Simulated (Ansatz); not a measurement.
# AlNi (Pm-3m): thermal expansion from first principles, part 3 of 4

Aim: the lattice, expansion, heat capacity and bulk modulus of AlNi as it warms.

Measurements to reproduce:
- heat capacity C_P per formula unit 45.9 J/mol/K near room temperature (given in “High-Throughput Prediction of Finite-Temperature Properties using the Quasi-Harmonic Approximation”, 2016, arXiv:1603.06924)

Ansatz 0.2.0; DFT LDA, scalar-relativistic, plane waves, PAW (the session's first sound run).

So far, isothermal bulk modulus at 298 K (GPa): step 6 (the quasi-harmonic study, functional LDA, q-mesh 2×2×2) 175. Also principal linear expansion coefficients at 298 K (× 1e-6/K): step 6 12.

The database entry behind the starting cell differs from later determinations by our own check (about 0.2 % short), so it need not match the best structure at ambient conditions.

### 7. Phonons on strained cells, q-mesh 4×4×4

Thermal expansion follows from how the free energy of the vibrations (and of the electrons in a metal) changes with strain, so the program makes strained cells, their phonons and a fit in one run.

input.yaml reads:

```yaml
crystal:
  lattice:
    - [2.8322725568, 0.0, 0.0]
    - [0.0, 2.8322725568, 0.0]
    - [0.0, 0.0, 2.8322725568]
  atoms:
    - { symbol: Al, position: [0.0, 0.0, 0.0] }
    - { symbol: Ni, position: [0.5, 0.5, 0.5] }
kpoints:
  mp_grid: { grid: [16, 16, 16] }
hamiltonian:
  xc: lda
scf:
  occupations: { method: methfessel_paxton, width: 0.2 }
  lower_state_search: "off"
output:
  eigenvalues: true
phonons:
  method: dfpt
  qmesh: [4, 4, 4]
  temperatures: { t_max: 900.0, t_step: 50 }
  thermal_expansion: {}
```

Launch:

```console
> ansatz run input.yaml --threads 8 --pin off --max-ram 16384MiB --backend cpu --events-out ev --progress --plain --runs-dir out
```

Numbers of over 12 decimals in the logs are rounded to 6 here.

Output:

```text
[...]
Crystal: 2 atoms, lattice volume = 22.720 Å³
Basis set: ecut = 487.2 eV, 515 PW (Γ), exchange–correlation on 48×48×48 points (8 copies of the dense FFT grid, shifted against one another)
Bands: 15, of which v1, the nominal top of the filled ones, is band 11 counted from 1 (10 counted from 0)
Symmetry: 48 space group operations
[...]
k-points: 165 of 4096
[...]
SCF iter   1: F=—  HF=-6287.670111 eV  |F-HF|=—  |Δ(HF+E_count)|=         —  Δρ=1.56e-2  dr2=2.33e-2  ethr=1.77e-3  ⟨swp⟩=4.3  Hψ=11173  notcnv=0
[...]
SCF iter   7: F=-6287.665762 eV  HF=-6287.665762 eV  |F-HF|=9.09e-13  |Δ(HF+E_count)|=  1.27e-11  S|Δr|=    0.00e0  Δρ=2.77e-8  dr2=6.24e-14  ethr=1.00e-12  ⟨swp⟩=6.4  Hψ=10833  notcnv=0
SCF 1 converged in 7 iterations: F = -6287.665762 eV  dr2 = 6.24e-14
[...]
relax step   1: F+E_penalty+E_count = -6287.66576218 eV  Δ(F+E_penalty+E_count) = +0.000e0 eV  max|allowed force component| = 4.207e-29 eV/Å  Δτ_max = 0.0000 Å  (7 SCF iters, accepted)
SCF converged after 7 iterations
[...]
Free energy (F): -6287.665762 eV
[...]
Internal energy: -6287.666769 eV  (E = F + TS)
E sigma→0 (E₀):  -6287.666014 eV
Entropy (-TS):   0.001007 eV (0.503 meV/atom)
Fermi energy:    14.539859 eV
[...]
--- Stress (GPa, compression-positive) ---
       -0.003968       0.000000       0.000000
        0.000000      -0.003968       0.000000
        0.000000       0.000000      -0.003968
  P = ⅓ Tr σ = -0.0040 GPa (-0.040 kbar)
--- Band table (eV; the first three rows and the last of 165) ---
  k-point 0: bands = [... 7 lower, 12.8826, 12.8826, 12.8826, 20.2104, 20.2104, 20.2104, 22.8819, 22.8819]
  k-point 1: bands = [... 7 lower, 12.8485, 12.8485, 12.8863, 19.4062, 20.3088, 20.3088, 22.8824, 23.6153]
  k-point 2: bands = [... 7 lower, 12.7545, 12.7545, 12.8969, 17.9978, 20.5966, 20.5966, 22.8839, 24.7828]
  k-point 164: bands = [... 7 lower, 13.4872, 13.4872, 16.4893, 16.4893, 16.4893, 18.5798, 19.2702, 19.2702]
── thermal expansion: 3 new cells, 3 in all ──
thermal expansion: relaxation of cell 2
thermal expansion: relaxation of cell 3
── thermal expansion: 2 new cells, 5 in all ──
thermal expansion: relaxation of cell 4
thermal expansion: electrons of cell 4
thermal expansion: phonons of cell 4
[...]
thermal expansion: relaxation of cell 5
thermal expansion: electrons of cell 1
thermal expansion: electrons of cell 2
thermal expansion: electrons of cell 3
thermal expansion: electrons of cell 5
thermal expansion: phonons of cell 5
[...]
── thermal expansion: 5 new cells, 10 in all ──
thermal expansion: relaxation of cell 6
thermal expansion: relaxation of cell 7
thermal expansion: relaxation of cell 8
thermal expansion: relaxation of cell 9
thermal expansion: relaxation of cell 10
thermal expansion: electrons of cell 6
thermal expansion: electrons of cell 7
thermal expansion: electrons of cell 8
thermal expansion: electrons of cell 9
thermal expansion: electrons of cell 10
thermal expansion: phonons of cell 6
[...]
thermal expansion: phonons of cell 7
[...]
WARN: thermal expansion: eigensolver_not_converged in the phonons of 4 cells: 4, 5, 6, 7
--- Relaxed structure (1 steps of the walk, 1 accepted, 0 SCFs on fresh bases) ---
  F+E_penalty+E_count = -6287.66576218 eV   max|allowed force component| = 4.207e-29 eV/Å
  atoms:
    - { symbol: Al, position: [0.0, 0.0, 0.0] }
    - { symbol: Ni, position: [0.500000, 0.500000, 0.500000] }
--- Thermal expansion: 10 cells in 3 rounds, 0 GPa ---
  no lower state was looked for at cell 4: scf.lower_state_search: off
  without vibrations: a 2.83226, b 2.83226, c 2.83226 Å, V 22.7195 Å³, B 186.09 GPa
  at 0 K: a 2.83837, b 2.83837, c 2.83837 Å, V 22.8669 Å³, B 182.56 GPa
  zero-point expansion: a +0.216, b +0.216, c +0.216, V +0.649 %
[...]
0.00    2.83837    2.83837    2.83837    22.8669 |    0.00    0.00    0.00    0.00 |   22.80 |     0.000     0.000 |   182.56   182.56
   100.00    2.83905    2.83905    2.83905    22.8834 |    6.27    6.27    6.27   18.82 |   30.69 |    23.042    22.953 |   181.41   182.11
   200.00    2.84157    2.84157    2.84157    22.9444 |   10.71   10.71   10.71   32.14 |   34.99 |    39.864    39.355 |   178.22   180.53
   298.15    2.84483    2.84483    2.84483    23.0234 |   12.44   12.44   12.44   37.32 |       - |    46.004    44.999 |   174.61   178.51
   350.00    2.84671    2.84671    2.84671    23.0691 |   12.99   12.99   12.99   38.98 |   38.22 |    47.786    46.510 |   172.63   177.36
   450.00    2.85053    2.85053    2.85053    23.1621 |   13.80   13.80   13.80   41.39 |   39.66 |    50.076    48.262 |   168.68   175.02
   550.00    2.85456    2.85456    2.85456    23.2605 |   14.45   14.45   14.45   43.35 |   40.88 |    51.664    49.281 |   164.60   172.55
   650.00    2.85878    2.85878    2.85878    23.3637 |   15.05   15.05   15.05   45.16 |   42.00 |    52.960    49.968 |   160.39   169.99
   750.00    2.86317    2.86317    2.86317    23.4715 |   15.66   15.66   15.66   46.98 |   43.07 |    54.139    50.488 |   156.04   167.33
   850.00    2.86775    2.86775    2.86775    23.5843 |   16.29   16.29   16.29   48.88 |   44.14 |    55.288    50.917 |   151.56   164.57
   900.00    2.87011    2.87011    2.87011    23.6426 |   16.62   16.62   16.62   49.87 |   44.68 |    55.868    51.111 |   149.27   163.16
[...]
vibrations' free energy: its fit passes through its cells
[...]
free energies summed between the sampled wave vectors
[...]
eigensolver_not_converged in the phonons of 4 cells: 4, 5, 6, 7
```

Elapsed: 16 min, on 8 threads of Arm Neoverse V2, shared host; peak memory 2.7 GiB.

This step gave:

```yaml
volume_expansion_coefficient_at_298_k: 37.32 1e-6/K
c_p_at_298_k: 23.00 J/mol-atom/K
entropy_at_298_k: 26.12 J/mol-atom/K
isothermal_bulk_modulus_at_298_k: 174.6 GPa
grueneisen_parameter_at_298_k: 2.008
principal_linear_expansion_coefficients_at_298_k: 12.44, 12.44, 12.44 1e-6/K
```

Strained cells of the study; zero-point energy where phonons were solved; the pressures are stresses at a fixed cutoff and can carry an offset from the finite basis. Expansion cells, by row:

| cell | \|a\| (Å) | \|b\| (Å) | \|c\| (Å) | V (Å³/atom) | E - E_lowest (meV/atom) | pressure, compression positive (GPa) | gap (eV) | zero-point energy (meV/atom) |
| --- | --- | --- | --- | --- | --- | --- | --- | --- |
| 1 | 2.832 | 2.832 | 2.832 | 11.36 | 0 | -0.034 | - | - |
| 2 | 2.855 | 2.855 | 2.855 | 11.63 | 3.708 | -4.256 | - | - |
| 3 | 2.81 | 2.81 | 2.81 | 11.09 | 3.836 | 4.651 | - | - |
| 4 | 2.832 | 2.832 | 2.832 | 11.36 | 0.001 | -0.072 | - | 44.25 |
| 5 | 2.847 | 2.847 | 2.847 | 11.53 | 1.505 | -2.764 | - | 42.98 |
| 6 | 2.865 | 2.865 | 2.865 | 11.76 | 7.867 | -6.065 | - | 41.32 |
| 7 | 2.882 | 2.882 | 2.882 | 11.97 | 17.39 | -8.726 | - | 39.86 |
| 8 | 2.804 | 2.804 | 2.804 | 11.03 | 5.958 | 5.865 | - | - |
| 9 | 2.818 | 2.818 | 2.818 | 11.19 | 1.45 | 2.802 | - | - |
| 10 | 2.905 | 2.905 | 2.905 | 12.26 | 36.18 | -12.05 | - | - |

Quasi-harmonic; a, b, c are the run's own cell vectors. Expansion, by row:

| T (K) | a (Å) | b (Å) | c (Å) | alpha (deg) | beta (deg) | gamma (deg) | cell volume (Å³/cell) | alpha_a (1e-6/K) | alpha_b (1e-6/K) | alpha_c (1e-6/K) | alpha_V (1e-6/K) | C_P (J/mol-atom/K) | C_V (J/mol-atom/K) | S (J/mol-atom/K) | B_T (GPa) | B_S (GPa) | Grueneisen | extrapolation | fit error (1e-6/K) |
| --- | --- | --- | --- | --- | --- | --- | --- | --- | --- | --- | --- | --- | --- | --- | --- | --- | --- | --- | --- |
| 0 | 2.838 | 2.838 | 2.838 | 90 | 90 | 90 | 22.87 | 0 | 0 | 0 | 0 | 0 | 0 | 0 | 182.6 | 182.6 | - | 0 | 0 |
| 50 | 2.838 | 2.838 | 2.838 | 90 | 90 | 90 | 22.87 | 2.06 | 2.06 | 2.06 | 6.19 | 3.758 | 3.756 | 1.358 | 182.4 | 182.5 | 2.069 | 0 | 0 |
| 100 | 2.839 | 2.839 | 2.839 | 90 | 90 | 90 | 22.88 | 6.27 | 6.27 | 6.27 | 18.82 | 11.52 | 11.48 | 6.439 | 181.4 | 182.1 | 2.05 | 0 | 0 |
| 150 | 2.84 | 2.84 | 2.84 | 90 | 90 | 90 | 22.91 | 9.05 | 9.05 | 9.05 | 27.16 | 16.81 | 16.68 | 12.2 | 179.9 | 181.4 | 2.022 | 0 | 0 |
| 200 | 2.842 | 2.842 | 2.842 | 90 | 90 | 90 | 22.94 | 10.71 | 10.71 | 10.71 | 32.14 | 19.93 | 19.68 | 17.5 | 178.2 | 180.5 | 2.011 | 0 | 0.01 |
| 250 | 2.843 | 2.843 | 2.843 | 90 | 90 | 90 | 22.98 | 11.75 | 11.75 | 11.75 | 35.25 | 21.82 | 21.44 | 22.17 | 176.4 | 179.5 | 2.008 | 0 | 0.01 |
| 298.1 | 2.845 | 2.845 | 2.845 | 90 | 90 | 90 | 23.02 | 12.44 | 12.44 | 12.44 | 37.32 | 23 | 22.5 | 26.12 | 174.6 | 178.5 | 2.008 | 0 | 0.01 |
| 300 | 2.845 | 2.845 | 2.845 | 90 | 90 | 90 | 23.02 | 12.46 | 12.46 | 12.46 | 37.39 | 23.04 | 22.53 | 26.26 | 174.5 | 178.5 | 2.008 | 0 | 0.01 |
| 350 | 2.847 | 2.847 | 2.847 | 90 | 90 | 90 | 23.07 | 12.99 | 12.99 | 12.99 | 38.98 | 23.89 | 23.25 | 29.88 | 172.6 | 177.4 | 2.01 | 0 | 0.01 |
| 400 | 2.849 | 2.849 | 2.849 | 90 | 90 | 90 | 23.11 | 13.43 | 13.43 | 13.43 | 40.28 | 24.53 | 23.76 | 33.12 | 170.7 | 176.2 | 2.014 | 0 | 0.01 |
| 450 | 2.851 | 2.851 | 2.851 | 90 | 90 | 90 | 23.16 | 13.8 | 13.8 | 13.8 | 41.39 | 25.04 | 24.13 | 36.04 | 168.7 | 175 | 2.018 | 0 | 0.01 |
| 500 | 2.853 | 2.853 | 2.853 | 90 | 90 | 90 | 23.21 | 14.13 | 14.13 | 14.13 | 42.4 | 25.46 | 24.41 | 38.7 | 166.7 | 173.8 | 2.023 | 0 | 0.01 |
| 550 | 2.855 | 2.855 | 2.855 | 90 | 90 | 90 | 23.26 | 14.45 | 14.45 | 14.45 | 43.35 | 25.83 | 24.64 | 41.14 | 164.6 | 172.6 | 2.028 | 0 | 0.01 |
| 600 | 2.857 | 2.857 | 2.857 | 90 | 90 | 90 | 23.31 | 14.75 | 14.75 | 14.75 | 44.26 | 26.17 | 24.83 | 43.4 | 162.5 | 171.3 | 2.034 | 0 | 0.01 |
| 650 | 2.859 | 2.859 | 2.859 | 90 | 90 | 90 | 23.36 | 15.05 | 15.05 | 15.05 | 45.16 | 26.48 | 24.98 | 45.51 | 160.4 | 170 | 2.04 | 0 | 0.01 |
| 700 | 2.861 | 2.861 | 2.861 | 90 | 90 | 90 | 23.42 | 15.35 | 15.35 | 15.35 | 46.06 | 26.78 | 25.12 | 47.48 | 158.2 | 168.7 | 2.046 | 0 | 0.02 |
| 750 | 2.863 | 2.863 | 2.863 | 90 | 90 | 90 | 23.47 | 15.66 | 15.66 | 15.66 | 46.98 | 27.07 | 25.24 | 49.34 | 156 | 167.3 | 2.052 | 0 | 0.02 |
| 800 | 2.865 | 2.865 | 2.865 | 90 | 90 | 90 | 23.53 | 15.97 | 15.97 | 15.97 | 47.91 | 27.36 | 25.36 | 51.1 | 153.8 | 166 | 2.059 | 0 | 0.02 |
| 850 | 2.868 | 2.868 | 2.868 | 90 | 90 | 90 | 23.58 | 16.29 | 16.29 | 16.29 | 48.88 | 27.64 | 25.46 | 52.76 | 151.6 | 164.6 | 2.066 | 0 | 0.02 |
| 900 | 2.87 | 2.87 | 2.87 | 90 | 90 | 90 | 23.64 | 16.62 | 16.62 | 16.62 | 49.87 | 27.93 | 25.55 | 54.35 | 149.3 | 163.2 | 2.074 | 0 | 0.02 |

Expansion coefficient against temperature; values in 1e-6/K:

| temperature (K) | volume | principal 1 |
| --- | --- | --- |
| 0 | 0 | 0 |
| 50 | 6.19 | 2.06 |
| 100 | 18.8 | 6.27 |
| 150 | 27.2 | 9.05 |
| 200 | 32.1 | 10.7 |
| 250 | 35.2 | 11.8 |
| 298 | 37.3 | 12.4 |
| 300 | 37.4 | 12.5 |
| 350 | 39.0 | 13.0 |
| 400 | 40.3 | 13.4 |
| 450 | 41.4 | 13.8 |
| 500 | 42.4 | 14.1 |
| 550 | 43.4 | 14.4 |
| 600 | 44.3 | 14.8 |
| 650 | 45.2 | 15.1 |
| 700 | 46.1 | 15.3 |
| 750 | 47.0 | 15.7 |
| 800 | 47.9 | 16.0 |
| 850 | 48.9 | 16.3 |
| 900 | 49.9 | 16.6 |

Changing the q-mesh (2×2×2 → 4×4×4) takes the volume expansion at 298 K from 36.0 to 37.3 × 10⁻⁶/K and B_T from 175 to 175 GPa.

### 8. A new level, relaxed again

The functional, the potentials or the cutoff change, so the crystal is relaxed again at the new setting.

This step: DFT PBE, scalar-relativistic, plane waves, PAW (Ansatz 0.2.0).

input.yaml, the sections that differ from step 7:

```yaml
hamiltonian:
  xc: pbe
output:
  forces: true
  stress: true
  eigenvalues: true
relax:
  adjacent_minimum: "off"
  f_tol: 0.001
  max_steps: 60
  cell: { stress_tol: 0.01 }
# crystal, kpoints, scf: as in step 7
# phonons: removed
```

Output:

```text
[...]
Crystal: 2 atoms, lattice volume = 22.720 Å³
Basis set: ecut = 420 eV, 461 PW (Γ), exchange–correlation on 40×40×40 points (8 copies of the dense FFT grid, shifted against one another)
Bands: 15, of which v1, the nominal top of the filled ones, is band 11 counted from 1 (10 counted from 0)
Symmetry: 48 space group operations
[...]
k-points: 165 of 4096
[...]
SCF iter   1: F=—  HF=-6378.479815 eV  |F-HF|=—  |Δ(HF+E_count)|=         —  Δρ=3.54e-3  dr2=1.43e-3  ethr=1.77e-3  ⟨swp⟩=4.1  Hψ=11045  notcnv=0
[...]
SCF iter   5: F=-6378.479823 eV  HF=-6378.479823 eV  |F-HF|=8.14e-10  |Δ(HF+E_count)|=   5.92e-9  S|Δr|=    0.00e0  Δρ=6.58e-6  dr2=1.26e-9  ethr=4.76e-10  ⟨swp⟩=5.7  Hψ=11314  notcnv=0
SCF 1 converged in 5 iterations: F = -6378.479823 eV  dr2 = 1.26e-9
[...]
relax step   1: F+E_penalty+E_count = -6378.47982273 eV  Δ(F+E_penalty+E_count) = +0.000e0 eV  max|allowed force component| = 1.709e-29 eV/Å  Δτ_max = 0.0000 Å  P = +11.621 GPa  Ω = 22.720 Å³  (5 SCF iters, dr2 threshold 1.00e-7 eV, accepted)
Crystal: 2 atoms, lattice volume = 23.521 Å³
[...]
SCF iter   5: F=-6378.520255 eV  HF=-6378.520255 eV  |F-HF|=6.00e-11  |Δ(HF+E_count)|=   4.29e-8  S|Δr|=    0.00e0  Δρ=9.30e-7  dr2=9.62e-11  ethr=9.52e-10  ⟨swp⟩=5.0  Hψ=10949  notcnv=0
SCF 2 converged in 5 iterations: F = -6378.520255 eV  dr2 = 9.62e-11
relax step   2: F+E_penalty+E_count = -6378.52025486 eV  Δ(F+E_penalty+E_count) = -4.043e-2 eV  max|allowed force component| = 3.188e-30 eV/Å  Δτ_max = 0.0000 Å  P = +4.879 GPa  Ω = 23.521 Å³  energy of the carried Pulay correction = -3.322e-4 eV  (5 SCF iters, dr2 threshold 2.00e-7 eV, accepted)
Crystal: 2 atoms, lattice volume = 24.137 Å³
[...]
SCF iter   4: F=-6378.530045 eV  HF=-6378.530045 eV  |F-HF|=7.81e-8  |Δ(HF+E_count)|=   3.13e-6  S|Δr|=    0.00e0  Δρ=2.80e-5  dr2=1.17e-7  ethr=9.52e-10  ⟨swp⟩=4.6  Hψ=12471  notcnv=0
SCF 3 converged in 4 iterations: F = -6378.530045 eV  dr2 = 1.17e-7
relax step   3: F+E_penalty+E_count = -6378.53004477 eV  Δ(F+E_penalty+E_count) = -9.790e-3 eV  max|allowed force component| = 4.273e-30 eV/Å  Δτ_max = 0.0000 Å  P = +0.440 GPa  Ω = 24.137 Å³  energy of the carried Pulay correction = -5.798e-4 eV  (4 SCF iters, dr2 threshold 2.00e-7 eV, accepted)
[...]
relax step   4: F+E_penalty+E_count = -6378.53011015 eV  Δ(F+E_penalty+E_count) = -6.538e-5 eV  max|allowed force component| = 4.215e-30 eV/Å  Δτ_max = 0.0000 Å  P = +0.022 GPa  Ω = 24.200 Å³  energy of the carried Pulay correction = -6.047e-4 eV  (3 SCF iters, dr2 threshold 2.00e-7 eV, accepted)
[...]
relax step   5: F+E_penalty+E_count = -6378.53010905 eV  Δ(F+E_penalty+E_count) = +1.091e-6 eV  max|allowed force component| = 3.197e-30 eV/Å  Δτ_max = 0.0000 Å  P = -0.001 GPa  Ω = 24.203 Å³  energy of the carried Pulay correction = -6.060e-4 eV  (3 SCF iters, dr2 threshold 1.18e-9 eV, accepted)
[...]
relax step   6: F+E_penalty+E_count = -6378.53086197 eV  Δ(F+E_penalty+E_count) = -7.529e-4 eV  max|allowed force component| = 4.183e-30 eV/Å  Δτ_max = 0.0000 Å  P = +0.043 GPa  Ω = 24.203 Å³  stress off target by 4.27e-2 GPa  SCF on the basis re-selected at this cell (its energy is not comparable with the rows above)  (6 SCF iters)
[...]
relax step   7: F+E_penalty+E_count = -6378.53086044 eV  Δ(F+E_penalty+E_count) = +1.529e-6 eV  max|allowed force component| = 2.104e-30 eV/Å  Δτ_max = 0.0000 Å  P = +0.002 GPa  Ω = 24.209 Å³  energy of the carried Pulay correction = -2.389e-6 eV  (3 SCF iters, dr2 threshold 4.56e-9 eV, accepted)
[...]
SCF iter   7: F=-6378.530864 eV  HF=-6378.530864 eV  |F-HF|=0.00e0  |Δ(HF+E_count)|=  1.82e-12  S|Δr|=    0.00e0  Δρ=4.41e-8  dr2=4.53e-13  ethr=1.00e-12  ⟨swp⟩=3.8  Hψ=6907  notcnv=0
SCF 8 converged in 7 iterations: F = -6378.530864 eV  dr2 = 4.53e-13
relax step   8: F+E_penalty+E_count = -6378.53086387 eV  Δ(F+E_penalty+E_count) = -3.428e-6 eV  max|allowed force component| = 3.090e-30 eV/Å  Δτ_max = 0.0000 Å  P = +0.002 GPa  Ω = 24.209 Å³  stress off target by 2.35e-3 GPa  SCF on the basis re-selected at this cell (its energy is not comparable with the rows above)  (7 SCF iters)
[...]
SCF converged after 7 iterations
[...]
Free energy (F): -6378.530864 eV
[...]
Internal energy: -6378.532000 eV  (E = F + TS)
E sigma→0 (E₀):  -6378.531148 eV
Entropy (-TS):   0.001136 eV (0.568 meV/atom)
Fermi energy:    13.774468 eV
[...]
--- Stress (GPa, compression-positive) ---
        0.002352      -0.000000      -0.000000
       -0.000000       0.002352       0.000000
        0.000000       0.000000       0.002352
  P = ⅓ Tr σ = 0.0024 GPa (0.024 kbar)
--- Band table (eV; the first three rows and the last of 165) ---
  k-point 0: bands = [... 7 lower, 12.2734, 12.2734, 12.2734, 19.2019, 19.2019, 19.2019, 21.8219, 21.8219]
  k-point 1: bands = [... 7 lower, 12.2421, 12.2421, 12.2767, 18.4195, 19.2965, 19.2965, 21.8262, 22.5286]
  k-point 2: bands = [... 7 lower, 12.1555, 12.1555, 12.2862, 17.0500, 19.5731, 19.5731, 21.8391, 23.6342]
  k-point 164: bands = [... 7 lower, 12.8255, 12.8255, 15.7476, 15.7476, 15.7476, 17.3501, 18.1809, 18.1809]
--- Relaxed structure (6 steps of the walk, 6 accepted, 2 SCFs on fresh bases) ---
[...]
cell:  # Å, volume = 24.2092 Å³
    - [2.892858, 0, 0]
    - [0, 2.892858, 0.0]
    - [0, 0.0, 2.892858]
  atoms:
    - { symbol: Al, position: [0, 0, 0] }
    - { symbol: Ni, position: [0.5, 0.5, 0.500000] }
```

It took 3.3 s on 8 threads; peak memory 0.54 GiB; 21 s of CPU time.

Relaxation path:

| step | energy less that of the first step (eV) | largest force component (eV/Å) | pressure (GPa) | volume (Å³) |
| --- | --- | --- | --- | --- |
| 1 | 0.0000 | 0.0000 | 11.62 | 22.72 |
| 2 | -0.0404 | 0.0000 | 4.88 | 23.52 |
| 3 | -0.0502 | 0.0000 | 0.44 | 24.14 |
| 4 | -0.0503 | 0.0000 | 0.02 | 24.20 |
| 5 | -0.0503 | 0.0000 | 0.00 | 24.20 |
| 6* | -0.0510 | 0.0000 | 0.04 | 24.20 |
| 7 | -0.0510 | 0.0000 | 0.00 | 24.21 |
| 8* | -0.0510 | 0.0000 | 0.00 | 24.21 |

Relaxation steps marked * repeat the geometry before them on a plane-wave basis chosen anew for their cell, so energy and pressure can jump there.

The run keeps the 48 symmetry operations that it works with, so distortions that break them were not tested.

| conventional cell, symmetrised | before | after | change |
| --- | --- | --- | --- |
| a (Å) | 2.832 | 2.893 | +2.1 % |
| b (Å) | 2.832 | 2.893 | +2.1 % |
| c (Å) | 2.832 | 2.893 | +2.1 % |
| volume (Å³/atom) | 11.36 | 12.10 | +6.6 % |

The relaxed structure:

```cif
data_structure
_symmetry_space_group_name_H-M 'P 1'
_symmetry_Int_Tables_number 1
_cell_length_a 2.8929
_cell_length_b 2.8929
_cell_length_c 2.8929
_cell_angle_alpha 90.000
_cell_angle_beta 90.000
_cell_angle_gamma 90.000
_cell_volume 24.21
loop_
_atom_site_label
_atom_site_type_symbol
_atom_site_fract_x
_atom_site_fract_y
_atom_site_fract_z
_atom_site_occupancy
Al1 Al 0.00000 0.00000 0.00000 1
Ni2 Ni 0.50000 0.50000 0.50000 1
```

Numbers from this step:

```yaml
pressure: 0.002352 GPa
volume_per_atom: 12.10 Å³/atom
```

The residual pressure is 0.0024 GPa, small enough for phonons.

(Part 3 of 4 ends here.)

[Logs are printed without paths, hosts, clocks, repeated set-up lines and the standing remarks that a program may print on its own settings, such as how far it seeks lower states.]

[Hosts, paths, dates, database ids (printed as entryN), source tags and the programs' standing remarks are cut or masked in the printed files.]

[A step with changed settings may run another functional than the one named; its input shows which.]
